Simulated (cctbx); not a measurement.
**A crystallographic session in cctbx: Cu3B6Rh20**

Library: cctbx 2025.11. The data are simulated by the first script.

## 1. Simulate the data

run.py:

```python
from cctbx import adptbx, crystal, miller, sgtbx, xray
from cctbx.array_family import flex
from iotbx.shelx import hklf
from scitbx import matrix
import scitbx.random

cs = crystal.symmetry(unit_cell=(11.228, 11.228, 11.228, 90, 90, 90), space_group_symbol='Hall: -F 4 2 3')  # Fm-3m
atoms = [  # label, site, U (iso, or U11 U22 U33 U12 U13 U23 in A^2), occupancy
    ("Rh1", (0, 0.8276, 0.8276), (0.0151, 0.0151, 0.0151, 0.0000, 0.0000, 0.0025), 1),
    ("Rh2", (0.3791, 0.8791, 0.8791), (0.0242, 0.0242, 0.0242, 0.0019, 0.0019, 0.0019), 1),
    ("Cu1", (0.25, 0.75, 0.75), (0.0380, 0.0380, 0.0380, -0.0000, -0.0000, 0.0000), 1),
    ("Cu2", (0, 0, 0), (0.0278, 0.0278, 0.0278, 0.0000, -0.0000, 0.0000), 1),
    ("B1", (0.7247, 0, 0), (0.0465, 0.0480, 0.0480, 0.0000, 0.0000, 0.0000), 1),
]
xs = xray.structure(crystal_symmetry=cs)
for label, site, u, occ in atoms:
    u = adptbx.u_cif_as_u_star(cs.unit_cell(), u) if isinstance(u, tuple) else u
    xs.add_scatterer(xray.scatterer(label, site=site, u=u, occupancy=occ))
xs.set_inelastic_form_factors(0.71073, "sasaki")
xs.show_summary()
p1 = xs.expand_to_p1()
ms = miller.build_set(p1, anomalous_flag=True, d_min=0.77)
flex.set_random_seed(316889)
scitbx.random.set_random_seed(316889)
ms = ms.select(flex.random_double(ms.size()) < 0.7)
i = ms.structure_factors_from_scatterers(p1, algorithm="direct").f_calc().as_intensity_array().data()
i = i * 40000 / flex.max(i)
sig = flex.sqrt(i + flex.pow2(0.04 * i) + 4 ** 2)
noise = scitbx.random.variate(scitbx.random.normal_distribution())(i.size())
data = ms.array(data=i + sig * noise, sigmas=sig).set_observation_type_xray_intensity()
with open("data.hkl", "w") as f:
    data.export_as_shelx_hklf(f)
print("reflections written:", data.size(), " <I/sigma> = %.1f" % flex.mean(data.data() / data.sigmas()))
for h, a, b in list(data.sort("data"))[:12]:
    print("%4d%4d%4d %9.1f %7.1f" % (h + (a, b)))
```

```console
$ python run.py
```

```text
Number of scatterers: 5
At special positions: 5
Unit cell: (11.228, 11.228, 11.228, 90, 90, 90)
Space group: F m -3 m (No. 225)
reflections written: 9118  <I/sigma> = 3.4
   3  -3  -3   40353.3  1612.5
  -3   3  -3   40048.4  1612.5
  -3  -3  -3   40010.5  1612.5
   3   3  -3   39001.9  1612.5
  -3   3   3   37988.6  1612.5
   3   3   3   37359.4  1612.5
  -6   0  -6   17509.3   680.1
  -6   0   6   17384.1   680.1
   0   6   0   17373.2   659.1
   0   6   6   17347.5   680.1
   6   6   0   17126.7   680.1
  -6   6   0   16755.1   680.1
```

It took 0.48 s on 1 thread of Arm Neoverse N1, with other jobs on the host, peak memory 0.07 GiB.

## 2. Symmetry

run.py:

```python
from cctbx import crystal, sgtbx, statistics
from cctbx.array_family import flex
from iotbx.shelx import hklf

p1 = crystal.symmetry(unit_cell=(11.228, 11.228, 11.228, 90, 90, 90), space_group_symbol="P 1")
raw = hklf.reader(file_name="data.hkl").as_miller_arrays(crystal_symmetry=p1, anomalous=True)[0]
print(raw.size(), "reflections to d = %.3f A" % raw.d_min())
isig = raw.data() / raw.sigmas()
print("centring   violations  <I/sigma> of those")
best = "P"
for c in "ABCIRF":
    a = raw.customized_copy(space_group_info=sgtbx.space_group_info("Hall: %s 1" % c)).sys_absent_flags().data()
    m = flex.mean(isig.select(a))
    print("%5s %10d of %5d %8.1f" % (c, (isig.select(a) > 4).count(True), a.count(True), m))
    if (isig.select(a) > 4).count(True) < 0.01 * a.count(True):
        best = c
raw = raw.select(~raw.customized_copy(space_group_info=sgtbx.space_group_info("Hall: %s 1" % best)).sys_absent_flags().data())
isig = raw.data() / raw.sigmas()
rows = []
for s in sgtbx.space_group_symbol_iterator():
    g = sgtbx.space_group(s)
    if g.conventional_centring_type_symbol() != best or not g.is_compatible_unit_cell(p1.unit_cell(), 1e-3, 0.02):
        continue
    rows.append((s, g))
print("Laue class    unique    Rint  (classes that these axes allow; Friedel mates merged)")
rint = {}
for s, g in rows:
    laue = g.build_derived_patterson_group()
    key = laue.type().hall_symbol()
    if key not in rint:
        m = raw.customized_copy(space_group_info=laue.info(), anomalous_flag=False).merge_equivalents()
        rint[key] = m.r_int()
        print("%-14s %6d %7.3f" % (laue.type().lookup_symbol(), m.array().size(), m.r_int()))
floor = min(rint.values())
good = [(s, g) for s, g in rows if rint[g.build_derived_patterson_group().type().hall_symbol()] < 2 * floor + 0.03]
top = max(g.build_derived_patterson_group().order_z() for s, g in good)
print("space group    extra absences  I>4sigma  <I/sigma>")
for s, g in good:
    laue = g.build_derived_patterson_group()
    if laue.order_z() != top:
        continue
    a = raw.customized_copy(space_group_info=g.info()).sys_absent_flags().data()
    a &= ~raw.customized_copy(space_group_info=laue.info()).sys_absent_flags().data()
    bad = (isig.select(a) > 4).count(True)
    if bad <= 0.03 * a.count(True):
        print("%-16s %8d %10d %9s  %s" % (s.universal_hermann_mauguin(), a.count(True), bad, "%.1f" % flex.mean(isig.select(a)) if a.count(True) else "-", "centric" if g.is_centric() else "acentric"))
laue = max(good, key=lambda t: t[1].build_derived_patterson_group().order_z())[1].build_derived_patterson_group()
f = raw.customized_copy(space_group_info=laue.info(), anomalous_flag=False).merge_equivalents().array().eliminate_sys_absent().f_sq_as_f()
f.set_observation_type_xray_amplitude()
bins = max(3, min(8, f.size() // 12))
f.setup_binner(n_bins=bins)
w = statistics.wilson_plot(f, {e: n / laue.order_z() for e, n in {'Rh': 80.0, 'Cu': 12.0, 'B': 24.0}.items()}, e_statistics=True)
print("Wilson B = %.2f A^2   <|E^2-1|> = %.3f (0.968 centric, 0.736 acentric)   E^2>4: %.1f %%" % (w.wilson_b, w.mean_e_sq_minus_1, w.percent_e_sq_gt_2))
print("shell (A)         n   <I/sigma>")
m = raw.customized_copy(space_group_info=laue.info(), anomalous_flag=False).merge_equivalents().array().eliminate_sys_absent()
for b in m.setup_binner(n_bins=bins).range_used():
    sel = m.binner().selection(b)
    print("%5.2f - %4.2f %6d %8.1f" % (min(m.binner().bin_d_range(b)[0] if m.binner().bin_d_range(b)[0] > 0 else 99, 99), m.binner().bin_d_range(b)[1], sel.count(True), flex.mean((m.data() / m.sigmas()).select(sel))))
```

```console
$ python run.py
```

```text
9118 reflections to d = 0.771 A
centring   violations  <I/sigma> of those
    A          0 of  4541      0.0
    B          0 of  4516      0.0
    C          0 of  4559     -0.0
    I        945 of  4554      3.4
    R       1266 of  6063      3.3
    F          0 of  6808      0.0
Laue class    unique    Rint  (classes that these axes allow; Friedel mates merged)
F m m m           479   0.032
F m -3            166   0.035
F m -3 m          115   0.035
space group    extra absences  I>4sigma  <I/sigma>
F 4 3 2                 0          0         -  acentric
F -4 3 m                0          0         -  acentric
F m -3 m                0          0         -  centric
Wilson B = 1.81 A^2   <|E^2-1|> = 0.770 (0.968 centric, 0.736 acentric)   E^2>4: 1.8 %
shell (A)         n   <I/sigma>
 6.48 - 1.54     22     56.7
 1.54 - 1.22     16     65.7
 1.22 - 1.07     14     55.8
 1.07 - 0.97     12     85.0
 0.97 - 0.90     14     34.9
 0.90 - 0.85     11     75.3
 0.85 - 0.81     10     58.6
 0.81 - 0.77     16     40.1
```

Time: 0.47 s.

## 3. Charge flipping

run.py:

```python
import itertools
from cctbx import crystal, maptbx
from cctbx.array_family import flex
from iotbx.shelx import hklf
from smtbx.ab_initio import charge_flipping as cf

cs = crystal.symmetry(unit_cell=(11.228, 11.228, 11.228, 90, 90, 90), space_group_symbol='Hall: -F 4 2 3')  # Fm-3m
raw = hklf.reader(file_name="data.hkl").as_miller_arrays(crystal_symmetry=cs, anomalous=True)[0]
merged = raw.eliminate_sys_absent().merge_equivalents()
fo2 = merged.array().set_observation_type_xray_intensity()
f = fo2.average_bijvoet_mates().f_sq_as_f().resolution_filter(d_min=0.9)
p1 = f.expand_to_p1()
work = p1
flex.set_random_seed(15517)
it = cf.weak_reflection_improved_iterator(delta=None, weak_reflection_fraction=0.2)
it.start(work, phases=flex.random_double(p1.size()) * 6.2832, f_000=0)
it.delta = 1.1 * it.rho_map.sigma()
print("cycle      R  skewness")
for n, st in enumerate(itertools.islice(it, 100)):
    if n % 8 == 0:
        print("%5d %6.3f %8.2f" % (n, st.r1_factor(), st.rho_map.skewness()))
rho = p1.phase_transfer(it.f_calc).fft_map().apply_volume_scaling()
polish = cf.low_density_elimination_iterator(constant_rho_c=rho.sigma())
polish.start(f_obs=p1, phases=it.f_calc, f_000=0)
for _ in range(8):
    next(polish)
print("origin shift          correlation  skewness")
maps = []
for fc, shift, cc in itertools.islice(cf.f_calc_symmetrisations(f, polish.f_calc, 0), 4):
    m = f.phase_transfer(fc).fft_map(symmetry_flags=maptbx.use_space_group_symmetry, resolution_factor=0.25).apply_sigma_scaling()
    maps.append((m.skewness(), cc, m))
    print("%6.3f %6.3f %6.3f %10.3f %9.2f" % (tuple(shift) + (cc, m.skewness())))
skew, cc, m = max((t for t in maps if t[1] > maps[0][1] - 0.04), key=lambda t: t[0])
print("taken: symmetry correlation %.3f, skewness %.2f" % (cc, skew))
peaks = m.peak_search(parameters=maptbx.peak_search_parameters(min_distance_sym_equiv=0.9, max_clusters=10)).all()
sps = cs.special_position_settings(min_distance_sym_equiv=0.5)
print("peak      x       y       z  mult  height/sigma")
for k, (x, h) in enumerate(zip(peaks.sites(), peaks.heights())):
    ss = sps.site_symmetry(x)
    print("Q%-3d %7.4f %7.4f %7.4f %4d %8.1f" % ((k + 1,) + tuple(t % 1 for t in ss.exact_site()) + (ss.multiplicity(), h)))
```

```console
$ python run.py
```

```text
cycle      R  skewness
    0  0.632     0.45
    8  0.539     1.69
   16  0.482     2.16
   24  0.347     2.89
   32  0.221     2.97
   40  0.207     2.89
   48  0.207     2.82
   56  0.209     2.77
   64  0.213     2.78
   72  0.208     2.77
   80  0.206     2.77
   88  0.206     2.74
   96  0.208     2.76
origin shift          correlation  skewness
 0.244  0.268  0.128      0.873      0.69
 0.404  0.022  0.178      0.915      0.22
 0.398  0.190  0.349      0.882     -0.15
 0.431  0.257  0.306      0.938      0.41
taken: symmetry correlation 0.873, skewness 0.69
peak      x       y       z  mult  height/sigma
Q1    0.0000  0.0000  0.3044   24      5.5
Q2    0.0714  0.0714  0.0714   32      4.0
Q3    0.0935  0.2500  0.2500   48      3.9
Q4    0.1681  0.1681  0.3319   32      3.1
Q5    0.0000  0.1395  0.2228   96      2.7
Q6    0.1146  0.1146  0.2298   96      2.4
Q7    0.0000  0.0000  0.1019   24      2.1
Q8    0.0000  0.0000  0.4300   24      1.7
Q9    0.0800  0.0800  0.3200   96      1.1
Q10   0.2500  0.2500  0.2500    8      1.0
```

Time: 3.1 s.

## 4. Charge flipping

run.py, as its changes from the last script of this kind:

```diff
@@ -13,2 +13,3 @@
-work = p1
-flex.set_random_seed(15517)
+p1.setup_binner_counting_sorted(reflections_per_bin=max(40, p1.size() // 12))
+work = p1.array(data=p1.data() / p1.amplitude_quasi_normalisations().data())
+flex.set_random_seed(15518)
@@ -19,2 +20,2 @@
-for n, st in enumerate(itertools.islice(it, 100)):
-    if n % 8 == 0:
+for n, st in enumerate(itertools.islice(it, 200)):
+    if n % 16 == 0:
```

```console
$ python run.py
```

```text
cycle      R  skewness
    0  0.626     0.50
   16  0.223     3.02
   32  0.215     2.79
   48  0.217     2.77
   64  0.214     2.71
   80  0.218     2.71
   96  0.216     2.70
  112  0.206     2.69
  128  0.204     2.68
  144  0.198     2.66
  160  0.208     2.67
  176  0.205     2.66
  192  0.203     2.66
origin shift          correlation  skewness
 0.455  0.049  0.404      0.943      1.74
 0.245  0.289  0.417      0.945      1.84
 0.474  0.101  0.353      0.900      0.67
-0.030  0.219  0.247      0.957      0.58
taken: symmetry correlation 0.945, skewness 1.84
peak      x       y       z  mult  height/sigma
Q1    0.1207  0.1207  0.1207   32      9.9
Q2    0.0408  0.2500  0.2500   48      1.8
Q3    0.0415  0.0415  0.4585   32      1.8
Q4    0.2500  0.2500  0.2500    8      1.4
Q5    0.0000  0.0000  0.2413   24      1.3
Q6    0.0000  0.1194  0.3806   48      1.3
Q7    0.0000  0.0874  0.1661   96      1.2
Q8    0.0518  0.1315  0.2484  192      1.1
Q9    0.0000  0.2000  0.3000   48      1.0
Q10   0.2006  0.2006  0.2006   32      1.0
```

Time: 3.2 s.

## 5. Charge flipping

run.py, as its changes from the last script of this kind:

```diff
@@ -13,3 +13,2 @@
-p1.setup_binner_counting_sorted(reflections_per_bin=max(40, p1.size() // 12))
-work = p1.array(data=p1.data() / p1.amplitude_quasi_normalisations().data())
-flex.set_random_seed(15518)
+work = p1
+flex.set_random_seed(15519)
@@ -20,2 +19,2 @@
-for n, st in enumerate(itertools.islice(it, 200)):
-    if n % 16 == 0:
+for n, st in enumerate(itertools.islice(it, 300)):
+    if n % 25 == 0:
```

```console
$ python run.py
```

```text
cycle      R  skewness
    0  0.623     0.35
   25  0.477     2.06
   50  0.245     2.84
   75  0.206     2.76
  100  0.199     2.69
  125  0.204     2.73
  150  0.204     2.70
  175  0.208     2.73
  200  0.214     2.75
  225  0.207     2.71
  250  0.208     2.67
  275  0.209     2.68
origin shift          correlation  skewness
 0.300 -0.452 -0.157      0.882      1.07
 0.356  0.014  0.041      0.886      1.00
 0.276  0.378  0.273      0.918      0.11
-0.189 -0.763  0.490      0.912      1.08
taken: symmetry correlation 0.912, skewness 1.08
peak      x       y       z  mult  height/sigma
Q1    0.0000  0.0000  0.3162   24      7.7
Q2    0.0000  0.1670  0.1670   48      4.0
Q3    0.0000  0.0000  0.5000    4      3.8
Q4    0.1371  0.1371  0.3629   32      3.4
Q5    0.2017  0.2017  0.2983   32      2.8
Q6    0.0440  0.1154  0.1154   96      2.5
Q7    0.1558  0.1558  0.1558   32      2.0
Q8    0.2094  0.2094  0.2094   32      1.9
Q9    0.0000  0.0000  0.0000    4      1.2
Q10   0.0000  0.2115  0.2885   48      1.2
```

Time: 3.3 s.

## 6. Refinement (model from the peaks)

run.py:

```python
import math
from cctbx import adptbx, crystal, maptbx, sgtbx, xray
from cctbx.array_family import flex
from cctbx.xray import observations
from iotbx.shelx import hklf
from scitbx.lstbx import normal_eqns_solving
from smtbx import absolute_structure, utils
from smtbx.refinement import constraints, least_squares

cs = crystal.symmetry(unit_cell=(11.228, 11.228, 11.228, 90, 90, 90), space_group_symbol='Hall: -F 4 2 3')  # Fm-3m
atoms = [  # label, site, U (iso, or U11 U22 U33 U12 U13 U23 in A^2), occupancy
    ("Rh1", (0, 0, 0.3162), 0.0200, 1),
    ("Rh2", (0, 0.167, 0.167), 0.0200, 1),
    ("Rh3", (0, 0, 0.5), 0.0200, 1),
    ("B1", (0, 0, 0), 0.0200, 1),
]
xs = xray.structure(crystal_symmetry=cs)
for label, site, u, occ in atoms:
    u = adptbx.u_cif_as_u_star(cs.unit_cell(), u) if isinstance(u, tuple) else u
    xs.add_scatterer(xray.scatterer(label, site=site, u=u, occupancy=occ))
xs.set_inelastic_form_factors(0.71073, "sasaki")
raw = hklf.reader(file_name="data.hkl").as_miller_arrays(crystal_symmetry=cs, anomalous=True)[0]
merged = raw.eliminate_sys_absent().merge_equivalents()
fo2 = merged.array().set_observation_type_xray_intensity()
print("Rint %.3f, %d unique reflections to %.2f A" % (merged.r_int(), fo2.size(), fo2.d_min()))
for sc in xs.scatterers():
    sc.flags.set_grad_site(True)
    sc.flags.set_grad_u_aniso(sc.flags.use_u_aniso())
    sc.flags.set_grad_u_iso(sc.flags.use_u_iso())
obs = fo2.as_xray_observations()
extra = {}
rep = constraints.reparametrisation(xs, [], utils.connectivity_table(xs), **extra)
ls = least_squares.crystallographic_ls(obs, rep, weighting_scheme=least_squares.mainstream_shelx_weighting(a=0, b=0))
print("cycle     R1     wR2    GooF  max shift (A)")
for cycle in range(6):
    ls.build_up()
    r1, wr2, goof = ls.r1_factor(cutoff_factor=2)[0], ls.wR2(), ls.goof()
    old = xs.sites_cart()
    normal_eqns_solving.levenberg_marquardt_iterations(ls, n_max_iterations=3, tau=0.0001, step_threshold=1e-7)
    big = flex.max((xs.sites_cart() - old).norms())
    print("%4d %7.4f %7.4f %7.3f %9.5f" % (cycle + 1, r1, wr2, goof, big))
    ls.build_up(objective_only=True)
    if abs(ls.wR2() - wr2) < 5e-5 and big < 5e-4:
        break
ls.build_up()
print("final R1 %.4f wR2 %.4f GooF %.3f  parameters %d  data/parameter %.1f" % (ls.r1_factor(cutoff_factor=2)[0], ls.wR2(), ls.goof(), ls.n_parameters, fo2.size() / ls.n_parameters))
cov = ls.covariance_matrix_and_annotations()
su = dict(zip(cov.annotations, (math.sqrt(max(v, 0)) for v in cov.matrix.matrix_packed_u_diagonal())))
a2 = cs.unit_cell().reciprocal_parameters()[0] ** -2
print("atom        x        y        z      Ueq    occ   su(xyz)  su(Uiso or U11)")
for sc in xs.scatterers():
    s = max(su.get(sc.label + k, 0) for k in (".x", ".y", ".z"))
    npd = "" if sc.is_positive_definite_u(cs.unit_cell()) else "  NPD"
    print("%-5s %8.5f %8.5f %8.5f %8.4f %6.3f %8.5f %7.4f%s" % ((sc.label,) + sc.site + (sc.u_iso_or_equiv(cs.unit_cell()), sc.occupancy, s, su.get(sc.label + ".uiso", su.get(sc.label + ".u11", 0) * a2), npd)))
fo = fo2.f_sq_as_f()
fc = fo.structure_factors_from_scatterers(xs, algorithm="direct").f_calc()
diff = fo.f_obs_minus_f_calc(1 / math.sqrt(ls.scale_factor()), fc).average_bijvoet_mates()
m = diff.fft_map(symmetry_flags=maptbx.use_space_group_symmetry, resolution_factor=0.25).apply_volume_scaling()
print("difference map: max %.2f min %.2f rms %.2f" % (m.statistics().max(), m.statistics().min(), m.statistics().sigma()))
peaks = m.peak_search(parameters=maptbx.peak_search_parameters(min_distance_sym_equiv=0.6, max_clusters=6)).all()
near = xs.closest_distances(peaks.sites(), distance_cutoff=4)
sps = cs.special_position_settings(min_distance_sym_equiv=0.5)
for k, (x, h) in enumerate(zip(peaks.sites(), peaks.heights())):
    ss = sps.site_symmetry(x)
    print("Q%-3d %7.4f %7.4f %7.4f %4d %7.2f  %.2f A from %s" % ((k + 1,) + tuple(t % 1 for t in ss.exact_site()) + (ss.multiplicity(), h, near.smallest_distances[k], xs.scatterers()[near.i_seqs[k]].label)))
```

```console
$ python run.py
```

```text
Rint 0.035, 115 unique reflections to 0.77 A
cycle     R1     wR2    GooF  max shift (A)
   1  0.8281  0.9787  67.472   0.07910
   2  0.7218  0.9383  64.685   0.00868
   3  0.7325  0.9449  65.144   0.00103
   4  0.7221  0.9383  64.687   0.00097
   5  0.7328  0.9450  65.154   0.00077
   6  0.7221  0.9383  64.686   0.00071
final R1 0.7328 wR2 0.9450 GooF 65.153  parameters 6  data/parameter 19.2
atom        x        y        z      Ueq    occ   su(xyz)  su(Uiso or U11)
Rh1    0.00000  0.00000  0.32385   0.0123  1.000  0.00555  0.0245
Rh2    0.00000  0.16463  0.16463   0.0070  1.000  0.00325  0.0189
Rh3    0.00000  0.00000  0.50000   0.9956  1.000  0.00000  4.1026
B1     0.00000  0.00000  0.00000   0.0001  1.000  0.00000  0.4089
difference map: max 278.83 min -136.25 rms 33.96
Q1    0.0000  0.0000  0.3169   24  278.84  0.08 A from Rh1
Q2    0.0000  0.1604  0.1604   48  240.85  0.07 A from Rh2
Q3    0.2500  0.2500  0.2500    8  186.90  3.12 A from Rh2
Q4    0.1250  0.1250  0.3750   32  184.06  2.07 A from Rh1
Q5    0.1944  0.1944  0.3056   32  139.96  2.72 A from Rh2
Q6    0.0565  0.0565  0.0565   32  111.36  1.10 A from B1
```

Run time: 0.72 s on 1 thread of Arm Neoverse N1, on a shared host, peak memory 0.09 GiB.

Figures of merit this high mean that the model is still wrong or incomplete.

[Logs are printed without paths, hosts, clocks, repeated set-up lines and the standing remarks that a program may print on its own settings, such as how far it seeks lower states.]
